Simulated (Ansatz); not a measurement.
# LaBiS2O (P4/nmm): band gap by G0W0 on r2SCAN, part 2 of 2

How far does one-shot GW move the r2SCAN gap of LaBiS2O (P4/nmm)?

Ansatz 0.2.0; r2SCAN, then G0W0 on it, plane waves, PAW. Known limits of the many-body steps: finite bands, screening cutoff and k mesh; no spin-orbit coupling in G0W0; large ε∞ on the G0W0 mesh; crude mesh.

So far. Step 3 (The r2SCAN band structure): Over mesh and path the gap is 1.109 eV, from k = (0.000, 0.450, 0.000) to k = (0.000, 0.500, 0.000). The least direct gap found is 1.127 eV, at k = (0.000, 0.450, 0.000). On the 6×6×2 mesh alone the same run gives 1.139 eV, so that mesh misses an edge of r2SCAN: 1.139 − 1.109 = +0.030 eV.

In doubt: masses and optical values from hybrid runs of this build are listed as unsure (in some of the runs), which bears on the screening that GW takes from such a start.

### Step 4. G0W0 on the 4×4×2 mesh

G0W0 replaces the xc potential by a self-energy built once from the orbitals of the start. Levels are corrected in the window of bands that the input names, at points of the mesh.

This step: G0W0 on r2SCAN, plane waves, PAW; PAW set soft_1.

Contents of input.yaml:

```yaml
crystal:
  lattice:
    - [4.0646, 0.0, 0.0]
    - [0.0, 4.0646, 0.0]
    - [0.0, 0.0, 13.8614]
  atoms:
    - { symbol: La, position: [0.5, 0.0, 0.589244592] }
    - { symbol: La, position: [0.0, 0.5, 0.410755408] }
    - { symbol: Bi, position: [0.0, 0.5, 0.8700583546] }
    - { symbol: Bi, position: [0.5, 0.0, 0.1299416454] }
    - { symbol: S, position: [0.5, 0.0, 0.8884344053] }
    - { symbol: S, position: [0.0, 0.5, 0.1115655947] }
    - { symbol: S, position: [0.0, 0.5, 0.6909732264] }
    - { symbol: S, position: [0.5, 0.0, 0.3090267736] }
    - { symbol: O, position: [0.0, 0.0, 0.5] }
    - { symbol: O, position: [0.5, 0.5, 0.5] }
kpoints:
  mp_grid: { grid: [4, 4, 2] }
hamiltonian:
  xc: r2scan
  pseudopotentials: { kind: paw, azcp: { folder: soft_1 } }
scf:
  occupations: { method: fixed }
gw:
  n_empty_bands: 955
  ecut_chi: 150.0
  qp_bands: [v3, c3]
  qp_kpoints: band_edges
  screening: { model: contour_deformation }
```

On the command line:

```bash
$ ansatz run input.yaml --threads 24 --pin off --max-ram 82944MiB --backend cuda --events-out ev --progress --plain --runs-dir out --devices 1 --max-vram 78GiB
```

Numbers of over 12 decimals in the logs are rounded to 6 here.

Log:

```text
GPUs: using 1 of 1 available (devices: 1).
[...]
Crystal: 10 atoms, lattice volume = 229.004 Å³
Basis set: ecut = 500 eV, 5867 PW (Γ), exchange–correlation on 120×120×432 points (64 copies of the dense FFT grid, shifted against one another)
Bands: 54, of which v1, the nominal top of the filled ones, is band 44 counted from 1 (43 counted from 0)
Symmetry: 16 space group operations
[...]
k-points: 12 of 32
[...]
SCF iter   1: F=—  HF=-42131.848449 eV  |F-HF|=—  |Δ(HF+E_count)|=         —  Δρ=3.46e-2  dr2=8.22e0  dr2_τ=1.61e-1  ethr=3.10e-3  ⟨swp⟩=5.3  Hψ=2431  notcnv=0  defer=48
[...]
SCF iter   7: F=—  HF=-42131.047219 eV  |F-HF|=—  |Δ(HF+E_count)|=   3.01e-5  Δρ=6.94e-5  dr2=1.65e-5  dr2_τ=1.31e-6  ethr=5.72e-7  ⟨swp⟩=2.0  Hψ=1064  notcnv=0  defer=95
[...]
SCF 1 converged in 9 iterations: F = -42131.047226 eV  dr2 = 9.87e-8
[...]
SCF converged after 9 iterations
[...]
valence top: of the k-points left out ik 9 came nearest to being solved in a further pass, in band 43 (counted from 1, as in the quasiparticle table): it holds the edge there only if its correction is more favourable than any solved in that band by at least 0.691 eV; those differ by 0.050 eV
    conduction bottom: of the k-points left out ik 9 came nearest to being solved in a further pass, in band 45 (counted from 1, as in the quasiparticle table): it holds the edge there only if its correction is more favourable than any solved in that band by at least 2.337 eV; those differ by 1.158 eV
  `?` marks the rows in doubt; gw_qp.tsv's column doubts and the gw_qp event give each row's grounds
    ik  band        ε_KS         Σx   Σc(E_QP)       V_xc       Z   E_QP_lin       E_QP  E_QP is
     0    42      7.2278   -18.1866     2.4319   -15.3138  0.7193     6.7784     6.7869  root
     0    43      7.6615   -20.5087     2.8641   -17.3274  0.7241     7.3409     7.3444  root
     0    44      7.6615   -20.5087     2.8641   -17.3274  0.7241     7.3409     7.3444  root
     0    45     11.6819    -9.9001    -5.6626   -16.6301  0.7577    12.8320    12.7493  root
     0    46     11.9455    -8.5046    -4.4355   -13.2359  0.7620    12.2442    12.2413  root
     0    47     12.0312    -9.9503    -4.2277   -14.5176  0.7518    12.3752    12.3708  root
     1    42      7.4744   -19.6385     2.1870   -17.1724  0.7321     7.1929     7.1953  root
     1    43      7.6498   -20.5530     2.8874   -17.3468  0.7240     7.3276     7.3311  root
     1    44      7.6498   -20.5530     2.8874   -17.3468  0.7240     7.3276     7.3311  root
     1    45     11.7016   -10.1691    -5.7997   -17.0786  0.7560    12.9272    12.8114  root ?
     1    46     11.7698    -8.1297    -4.0486   -12.3139  0.7686    11.9059    11.9054  root
     1    47     11.9558   -10.1217    -4.5196   -15.0365  0.7524    12.3571    12.3511  root
     2    42      7.1559   -18.2656     2.5393   -15.3396  0.7173     6.7634     6.7693  root
     2    43      7.4343   -19.7923     2.7032   -16.7590  0.7219     7.1001     7.1041  root
     2    44      7.5138   -19.3670     2.2002   -16.8684  0.7311     7.2125     7.2154  root
     2    45     10.5559    -9.9158    -3.7987   -13.7406  0.7524    10.5819    10.5819  root
     2    46     10.8985   -10.1767    -3.8542   -14.1150  0.7436    10.9829    10.9826  root
     2    47     10.9886   -10.0067    -3.9592   -13.9852  0.7414    11.0079    11.0079  root
     3    42      7.1710   -19.1530     2.7532   -16.0497  0.7161     6.8161     6.8210  root
     3    43      7.2972   -18.1287     1.7949   -16.0024  0.7329     6.9621     6.9658  root
     3    44      7.4350   -19.8479     2.7272   -16.7879  0.7218     7.0982     7.1023  root
     3    45     10.6332   -10.1988    -3.7639   -13.9955  0.7494    10.6661    10.6660  root
     3    46     10.8708   -10.0803    -3.8778   -14.0457  0.7447    10.9586    10.9582  root
     3    47     10.9805   -10.0607    -3.9675   -14.0537  0.7406    11.0060    11.0060  root
     4    42      7.0162   -19.7628     2.8147   -16.6623  0.7141     6.7252     6.7304  root
     4    43      7.7697   -17.2709     0.9957   -15.9829  0.7427     7.4749     7.4774  root
     4    44      7.7697   -17.2709     0.9957   -15.9829  0.7427     7.4749     7.4774  root
     4    45      8.9072   -10.0609    -3.2223   -13.2354  0.7641     8.8595     8.8594  root
     4    46      8.9072   -10.0609    -3.2223   -13.2354  0.7641     8.8595     8.8594  root
     4    47      9.4344   -10.2089    -3.3279   -13.6139  0.7640     9.5116     9.5113  root
     5    42      7.0005   -20.0224     2.9076   -16.8331  0.7143     6.7138     6.7189  root
     5    43      7.7546   -17.2329     0.9696   -15.9700  0.7428     7.4587     7.4612  root
     5    44      7.7546   -17.2329     0.9696   -15.9700  0.7428     7.4587     7.4612  root
     5    45      8.9117   -10.0348    -3.2311   -13.2200  0.7640     8.8659     8.8658  root
     5    46      8.9117   -10.0348    -3.2311   -13.2200  0.7640     8.8659     8.8658  root
     5    47      9.4366   -10.2242    -3.3260   -13.6278  0.7639     9.5144     9.5142  root
     6    42      7.2071   -22.7834     3.5949   -18.9975  0.7180     7.0148     7.0160  root
     6    43      7.3343   -18.6766     1.9319   -16.4428  0.7338     7.0296     7.0325  root
     6    44      7.4559   -18.6561     2.0677   -16.2820  0.7279     7.1463     7.1494  root
     6    45      9.6598   -10.4985    -3.4364   -13.9776  0.7585     9.7026     9.7025  root
     6    46      9.8193   -10.7360    -3.4529   -14.2227  0.7537     9.8532     9.8531  root
     6    47     11.7540   -10.0965    -4.2519   -14.6820  0.7558    12.0913    12.0876  root
     7    42      7.1915   -22.9348     3.6452   -19.1042  0.7178     7.0048     7.0060  root
     7    43      7.2244   -17.4641     1.7406   -15.3815  0.7283     6.8783     6.8824  root
     7    44      7.3263   -18.4908     1.8184   -16.3753  0.7341     7.0263     7.0291  root
     7    45      9.6345   -10.3792    -3.4440   -13.8518  0.7593     9.6631     9.6631  root
     7    46      9.8575   -10.8925    -3.4445   -14.3874  0.7519     9.9079     9.9078  root
     7    47     11.7214    -9.4205    -4.1466   -13.8334  0.7597    11.9898    11.9876  root
```

The job ended after 36 s (1 × NVIDIA GB200 (shared by 2 runs) with 24 threads of Arm Neoverse V2, shared host; peak memory 5 GiB; 1.8 min of CPU time).

This step gave:

| Property | Result |
| --- | --- |
| bands summed | 999 |
| RPA ε∞ on this mesh (eigenvalues) | 6.349, 19.34, 19.34 |
| plane waves in the screening matrix | 931 |
| q-points in the mesh | 32 |
| G0W0 gap over the corrected points | 1.382 eV |
| k of the valence top | 0, -0.5, 0 |
| k of the conduction bottom | 0, -0.5, 0 |
| starting gap on the mesh | 1.137 eV |
| Z at the valence top | 0.7427 |
| Z at the conduction bottom | 0.7641 |
| least direct G0W0 gap over the corrected points | 1.382 eV |

Over 8 of 12 irreducible mesh points the G0W0 gap is 1.382 eV, direct, at k = (0.000, -0.500, 0.000). The r2SCAN gap of this run on the mesh is 1.137 eV. The two states that bound the G0W0 gap lie that far apart at the start, so the correction of the gap is 1.382 − 1.137 = +0.245 eV. The start of this run differs from the step before in mesh (6×6×2 and 4×4×2). The program marks 1 of the 48 corrected levels as in doubt (energies apart, Σc rises), neither edge state among them.

Labels follow the order of the start: v1 is the top filled band, c1 the lowest empty one; levels that stay degenerate share a row, the window can cut a multiplet, doubted levels are not marked in this list, bands outside the window were not corrected, and the list may be a part of the corrected levels. The levels before and after the correction (eV, zero at the valence-band top of each column):

```csv
,conduction bottom,valence top
Kohn-Sham,1.14,0.00
G0W0,1.38,0.00
```

```csv
,level,occupation,energy (eV)
Kohn-Sham,(0 -0.5 0) v3,2,-0.754
Kohn-Sham,(0 -0.5 0) v2-v1,2,0.000
Kohn-Sham,(0 -0.5 0) c1-c2,0,1.137
Kohn-Sham,(0 -0.5 0) c3,0,1.665
G0W0,(0 -0.5 0) v3,2,-0.747
G0W0,(0 -0.5 0) v2-v1,2,0.000
G0W0,(0 -0.5 0) c1-c2,0,1.382
G0W0,(0 -0.5 0) c3,0,2.034
```

The parts of the quasiparticle energy for the two states that bound the G0W0 gap, in eV on the run's own scale (QP = start + Σx + Σc − Vxc, with Σc at the quasiparticle energy):

```csv
edge,k,band,start,Σx,Σc,Vxc,Z,QP
valence top,"(0.000, -0.500, 0.000)",43,7.770,−17.271,0.996,−15.983,0.743,7.477
conduction bottom,"(0.000, -0.500, 0.000)",45,8.907,−10.061,−3.222,−13.235,0.764,8.859
```

### Step 5. Spin-orbit coupling

This run has two-component orbitals with spin-orbit coupling.

This step: DFT, r2SCAN with spin-orbit coupling, plane waves, PAW; PAW set soft_1.

input.yaml: that of step 4 with these lines changed.

```diff
@@ -17,13 +17,25 @@
 kpoints:
-  mp_grid: { grid: [4, 4, 2] }
+  mp_grid: { grid: [6, 6, 2] }
+  band_path:
+    path:
+      - [0.0, 0.0, 0.0]
+      - [0.0, 0.5, 0.0]
+      - [0.5, 0.5, 0.0]
+      - [0.0, 0.0, 0.5]
+      - [0.0, 0.5, 0.5]
+      - [0.5, 0.5, 0.5]
+      - [0.0, 0.45, 0.0]
+    npoints: 1
 hamiltonian:
   xc: r2scan
-  pseudopotentials: { kind: paw, azcp: { folder: soft_1 } }
+  pseudopotentials: { kind: paw_fr, azcp: { folder: soft_1 } }
 scf:
-  occupations: { method: fixed }
-gw:
-  n_empty_bands: 955
-  ecut_chi: 150.0
-  qp_bands: [v3, c3]
-  qp_kpoints: band_edges
-  screening: { model: contour_deformation }
+  occupations: { method: fermi_dirac, width: 0.02 }
+  n_extra_bands: 14
+magnetization:
+  noncollinear: true
+  spin_orbit: true
+output:
+  eigenvalues: true
+  forces: true
+  stress: true
```

Log:

```text
[...]
GPUs: using 1 of 1 available (devices: 1).
[...]
non-collinear run that drives no moment, with spin-orbit: no starting moment large enough to seed its density (crystal.atoms[].spin), no starting occupations that ask for one, no magnetisation constraint and no magnetic field, so the semilocal B_xc is pinned to zero
[...]
Crystal: 10 atoms, lattice volume = 229.004 Å³
Basis set: ecut = 500 eV, 5867 PW (Γ), exchange–correlation on 120×120×432 points (64 copies of the dense FFT grid, shifted against one another)
Bands: 102, of which v1, the nominal top of the filled ones, is band 88 counted from 1 (87 counted from 0)
Symmetry: 16 space group operations + 16 with time reversal
[...]
k-points: 20 of 72
Projection manifold: j_resolved (fully-relativistic pseudo-atomic orbitals)
[...]
SCF iter   1: F=—  HF=-42033.932246 eV  |F-HF|=—  |Δ(HF+E_count)|=         —  Δρ=3.34e-2  dr2=7.19e0  dr2_τ=3.72e-2  dr2_m=0.00e0 (ungated)  ethr=3.10e-3  |M|=0.00e0 ∫|m|=0.00e0 μB  |m|>n=0.0e0 m-floor=0.0e0 τ_xc=0.0e0  β_m=0.30  ⟨swp⟩=7.0  Hψ=5705  notcnv=0
[...]
spin=Noncollinear: Resta preconditioning applied to the charge; magnetization (m_x, m_y, m_z) channels mix plain (no charge-response kernel on spin).
SCF iter   2: F=—  HF=-42033.478668 eV  |F-HF|=—  |Δ(HF+E_count)|=   4.54e-1  Δρ=2.30e-2  dr2=2.62e0  dr2_τ=7.64e-3  dr2_m=0.00e0 (ungated)  ethr=3.10e-3  |M|=0.00e0 ∫|m|=0.00e0 μB  |m|>n=0.0e0 m-floor=0.0e0 τ_xc=0.0e0  β_m=0.53  ⟨swp⟩=5.6  Hψ=2108  notcnv=0  defer=174
[...]
SCF 1 converged in 9 iterations: F = -42033.364044 eV  dr2 = 9.60e-8
[...]
SCF converged after 9 iterations
[...]
atom   3  Bi     0.00000000     0.00000000     0.04130473
  atom   4  Bi     0.00000000     0.00000000    -0.04130473
  atom   5  S      0.00000000     0.00000000    -0.04962573
  atom   6  S      0.00000000     0.00000000     0.04962573
  atom   7  S      0.00000000     0.00000000    -0.06994919
  atom   8  S      0.00000000     0.00000000     0.06994919
  atom   9  O      0.00000000     0.00000000     0.00000000
  atom  10  O      0.00000000     0.00000000     0.00000000
  max |Σ_I F_I| component: 1.39e-17 eV/Å
--- Stress (GPa, compression-positive) ---
       -0.160557       0.000000       0.000000
        0.000000      -0.160557       0.000000
        0.000000       0.000000       1.251065
  P = ⅓ Tr σ = 0.3100 GPa (3.100 kbar)
--- Band table (eV; the first three rows and the last of 20) ---
[...]
```

Elapsed: 3.2 s, on 1 × NVIDIA GB200 (shared by 2 runs) with 24 threads; peak memory 1.5 GiB.

This step gave:

| Quantity | Value |
| --- | --- |
| pressure | 0.3100 GPa |
| gap | 0.5657 eV |
| valence top at | k = (0.000, 0.450, 0.000) |
| conduction bottom at | k = (0.000, 0.450, 0.000) |
| least direct gap | 0.5657 eV |

Over mesh and listed points the gap is 0.566 eV, direct, at k = (0.000, 0.450, 0.000). r2SCAN+SOC against r2SCAN: 0.566 − 1.109 = −0.543 eV. Mesh, set of files and cutoff are the same, but the conduction bottom lies at another k point, so this need not be the shift of one pair of states. The spin-orbit run sees mesh and listed points alone, so its gap is an upper bound: the coupling can move an edge off these points, and the change over the zone, its sign included where it is small, is not known.

### Step 6. Side by side

Each gap is the least one over the points named; times are wall times on shared hosts, not benchmarks. A G0W0 time includes the run's own self-consistent start. Runs with listed points see these and the mesh alone, so an edge that moves elsewhere is missed. Rows marked * are further runs, not shown as steps, whose inputs differ from the G0W0 step on the same start in the columns given; solver thresholds can differ too. Symmetry makes (0.000, 0.500, 0.000) and (0.000, -0.500, 0.000) one point.

```csv
level,mesh,"files, cutoff","bands summed, screening",points,gap (eV),valence top,conduction bottom,least direct gap (eV),time
r2SCAN,6×6×2,"soft_1 PAW, 500 eV",-,mesh and path,1.109,"(0.000, 0.450, 0.000)","(0.000, 0.500, 0.000)",1.127,4 s
r2SCAN+SOC,6×6×2,"soft_1 PAW, 500 eV",-,mesh and listed points,0.566,"(0.000, 0.450, 0.000)","(0.000, 0.450, 0.000)",0.566,3.2 s
G0W0@r2SCAN*,4×4×2,"soft_1 PAW, 500 eV","200, 45 eV",8 of 12 irreducible mesh points,1.213,"(0.000, -0.500, 0.000)","(0.000, -0.500, 0.000)",1.213,4.3 s
G0W0@r2SCAN*,4×4×2,"soft_1 PAW, 500 eV","487, 90 eV",8 of 12 irreducible mesh points,1.303,"(0.000, -0.500, 0.000)","(0.000, -0.500, 0.000)",1.303,8.2 s
G0W0@r2SCAN,4×4×2,"soft_1 PAW, 500 eV","999, 150 eV",8 of 12 irreducible mesh points,1.382,"(0.000, -0.500, 0.000)","(0.000, -0.500, 0.000)",1.382,36 s
G0W0@r2SCAN*,2×2×1,"soft_1 PAW, 500 eV","487, 90 eV",all 3 irreducible mesh points,0.968,"(0.000, -0.500, 0.000)","(0.000, -0.500, 0.000)",0.968,2.9 s
G0W0@r2SCAN*,4×4×2,"soft_1 PAW, 500 eV","487, 90 eV, plasmon pole",8 of 12 irreducible mesh points,1.284,"(0.000, -0.500, 0.000)","(0.000, -0.500, 0.000)",1.284,8.9 s
```

### Step 7. What came out

```
r2SCAN gap over mesh and path                        : 1.109 eV, from k = (0.000, 0.450, 0.000) to k = (0.000, 0.500, 0.000)
G0W0@r2SCAN gap over 8 of 12 irreducible mesh points : 1.382 eV, direct, at k = (0.000, -0.500, 0.000)
r2SCAN+SOC gap over mesh and listed points           : 0.566 eV
GW settings                                          : 4×4×2 mesh, 955 empty bands, screening to 150 eV, PAW set soft_1 files
known limits                                         : finite bands, screening cutoff and k mesh; no spin-orbit coupling in G0W0; large ε∞ on the G0W0 mesh; crude mesh
```

**Reading.** Over 8 of 12 irreducible mesh points the G0W0 gap is 1.382 eV, direct, at k = (0.000, -0.500, 0.000). The r2SCAN gap of this run on the mesh is 1.137 eV. The two states that bound the G0W0 gap lie that far apart at the start, so the correction of the gap is 1.382 − 1.137 = +0.245 eV. The valence state moves by 7.477 − 7.770 = −0.293 eV and the conduction state by 8.859 − 8.907 = −0.048 eV, on the run's own scale; with 200 bands the edge states move by +0.368 and +0.444 eV, so the split between the edges depends on the bands and cutoff. Over mesh and path, r2SCAN puts the valence top at k = (0.000, 0.450, 0.000), where no G0W0 correction was computed. The G0W0 gap over the whole zone is therefore not known from this run; at its settings it can only be equal to or under the 1.382 eV found, and no correction is carried over from another point. For the start itself the gap is 1.109 eV over mesh and path and 1.137 eV on the mesh of the G0W0 run, in runs that differ in mesh (6×6×2 and 4×4×2). From 200 bands and 45 eV to 999 bands and 150 eV the gap moves by 1.382 − 1.213 = +0.169 eV (rung by rung 1.213, 1.303, 1.382 eV); bands and screening cutoff rise together, so their parts are not told apart. A line in one over the bands through the two highest rungs gives 1.382 + (1.382 − 1.303) × 487 / (999 − 487) = 1.457 eV, and through the pair below 1.303 + (1.303 − 1.213) × 200 / (487 − 200) = 1.366 eV. The two differ by 0.091 eV, not under the 0.030 eV asked, so the law does not hold well over these rungs and the limit is not known. With the 2×2×1 mesh in place of the 4×4×2 mesh and all else as in the G0W0@r2SCAN row with 487 bands, the gap differs by 0.968 − 1.303 = −0.335 eV, and that of the start by 1.059 − 1.137 = −0.078 eV. With the plasmon pole model in place of the contour deformation model and all else as in the G0W0@r2SCAN row with 487 bands, the gap differs by 1.284 − 1.303 = −0.019 eV. G0W0 on other starts in this series, not shown as steps and not all at these settings: 1.398 eV on HSE06 (4×4×2, soft_1 PAW, 487 bands, 90 eV). r2SCAN+SOC against r2SCAN: 0.566 − 1.109 = −0.543 eV. Mesh, set of files and cutoff are the same, but the conduction bottom lies at another k point, so this need not be the shift of one pair of states. The spin-orbit run sees mesh and listed points alone, so its gap is an upper bound: the coupling can move an edge off these points, and the change over the zone, its sign included where it is small, is not known. What spin-orbit coupling does to the G0W0 levels was not computed, so no sum with the G0W0 gap is formed. For the G0W0 step: the program marks 1 of the 48 corrected levels as in doubt (energies apart, Σc rises), neither edge state among them. The G0W0 runs are scalar-relativistic. The cell holds La; where the f levels lie against the gap was not analysed here. The largest eigenvalue of the RPA ε∞ is large: 65 in G0W0@r2SCAN (2×2×1, 487 bands). A perturbation-theory run of this series on r2SCAN, not shown as a step (6×6×2 (response on 576 points) mesh, soft_1 PAW), gives 6.8 and 13.8 (stated error 0.1), so a mesh with so large a value overstates the long-range screening, which bears on the G0W0 gap by an amount not known here. G0W0 is shown with one set of atomic data (soft_1 PAW), so the error from the files is not known here. The 2×2×1 mesh is crude for this cell: the images of its supercell lie only 8 Å apart.

[Paths, hosts, dates, memory and timing lines, banners, echoed tables and standing remarks are left out of the program output.]

[Logs are printed without paths, hosts, clocks, repeated set-up lines and the standing remarks that a program may print on its own settings, such as how far it seeks lower states.]

[Runs of the session that timed out or met a known fault of the program may be left out.]

[Cells called generated may have been cut or substituted from an entry of the Crystallography Open Database or the Materials Project.]

[Hosts, paths, dates, database ids (printed as entryN), source tags and the programs' standing remarks are cut or masked in the printed files.]

[Where an RPA ε∞ is given, it is that of the G0W0 mesh and is not shown converged in it. Names of k-points follow the symmetry that the program found, which can be lower than the space group named. Band edges on a path are those of the sampled points; other points can move an edge, and change direct to indirect where valleys lie close.]

[Hybrid gaps are those of their k-mesh and are not shown converged in it.]
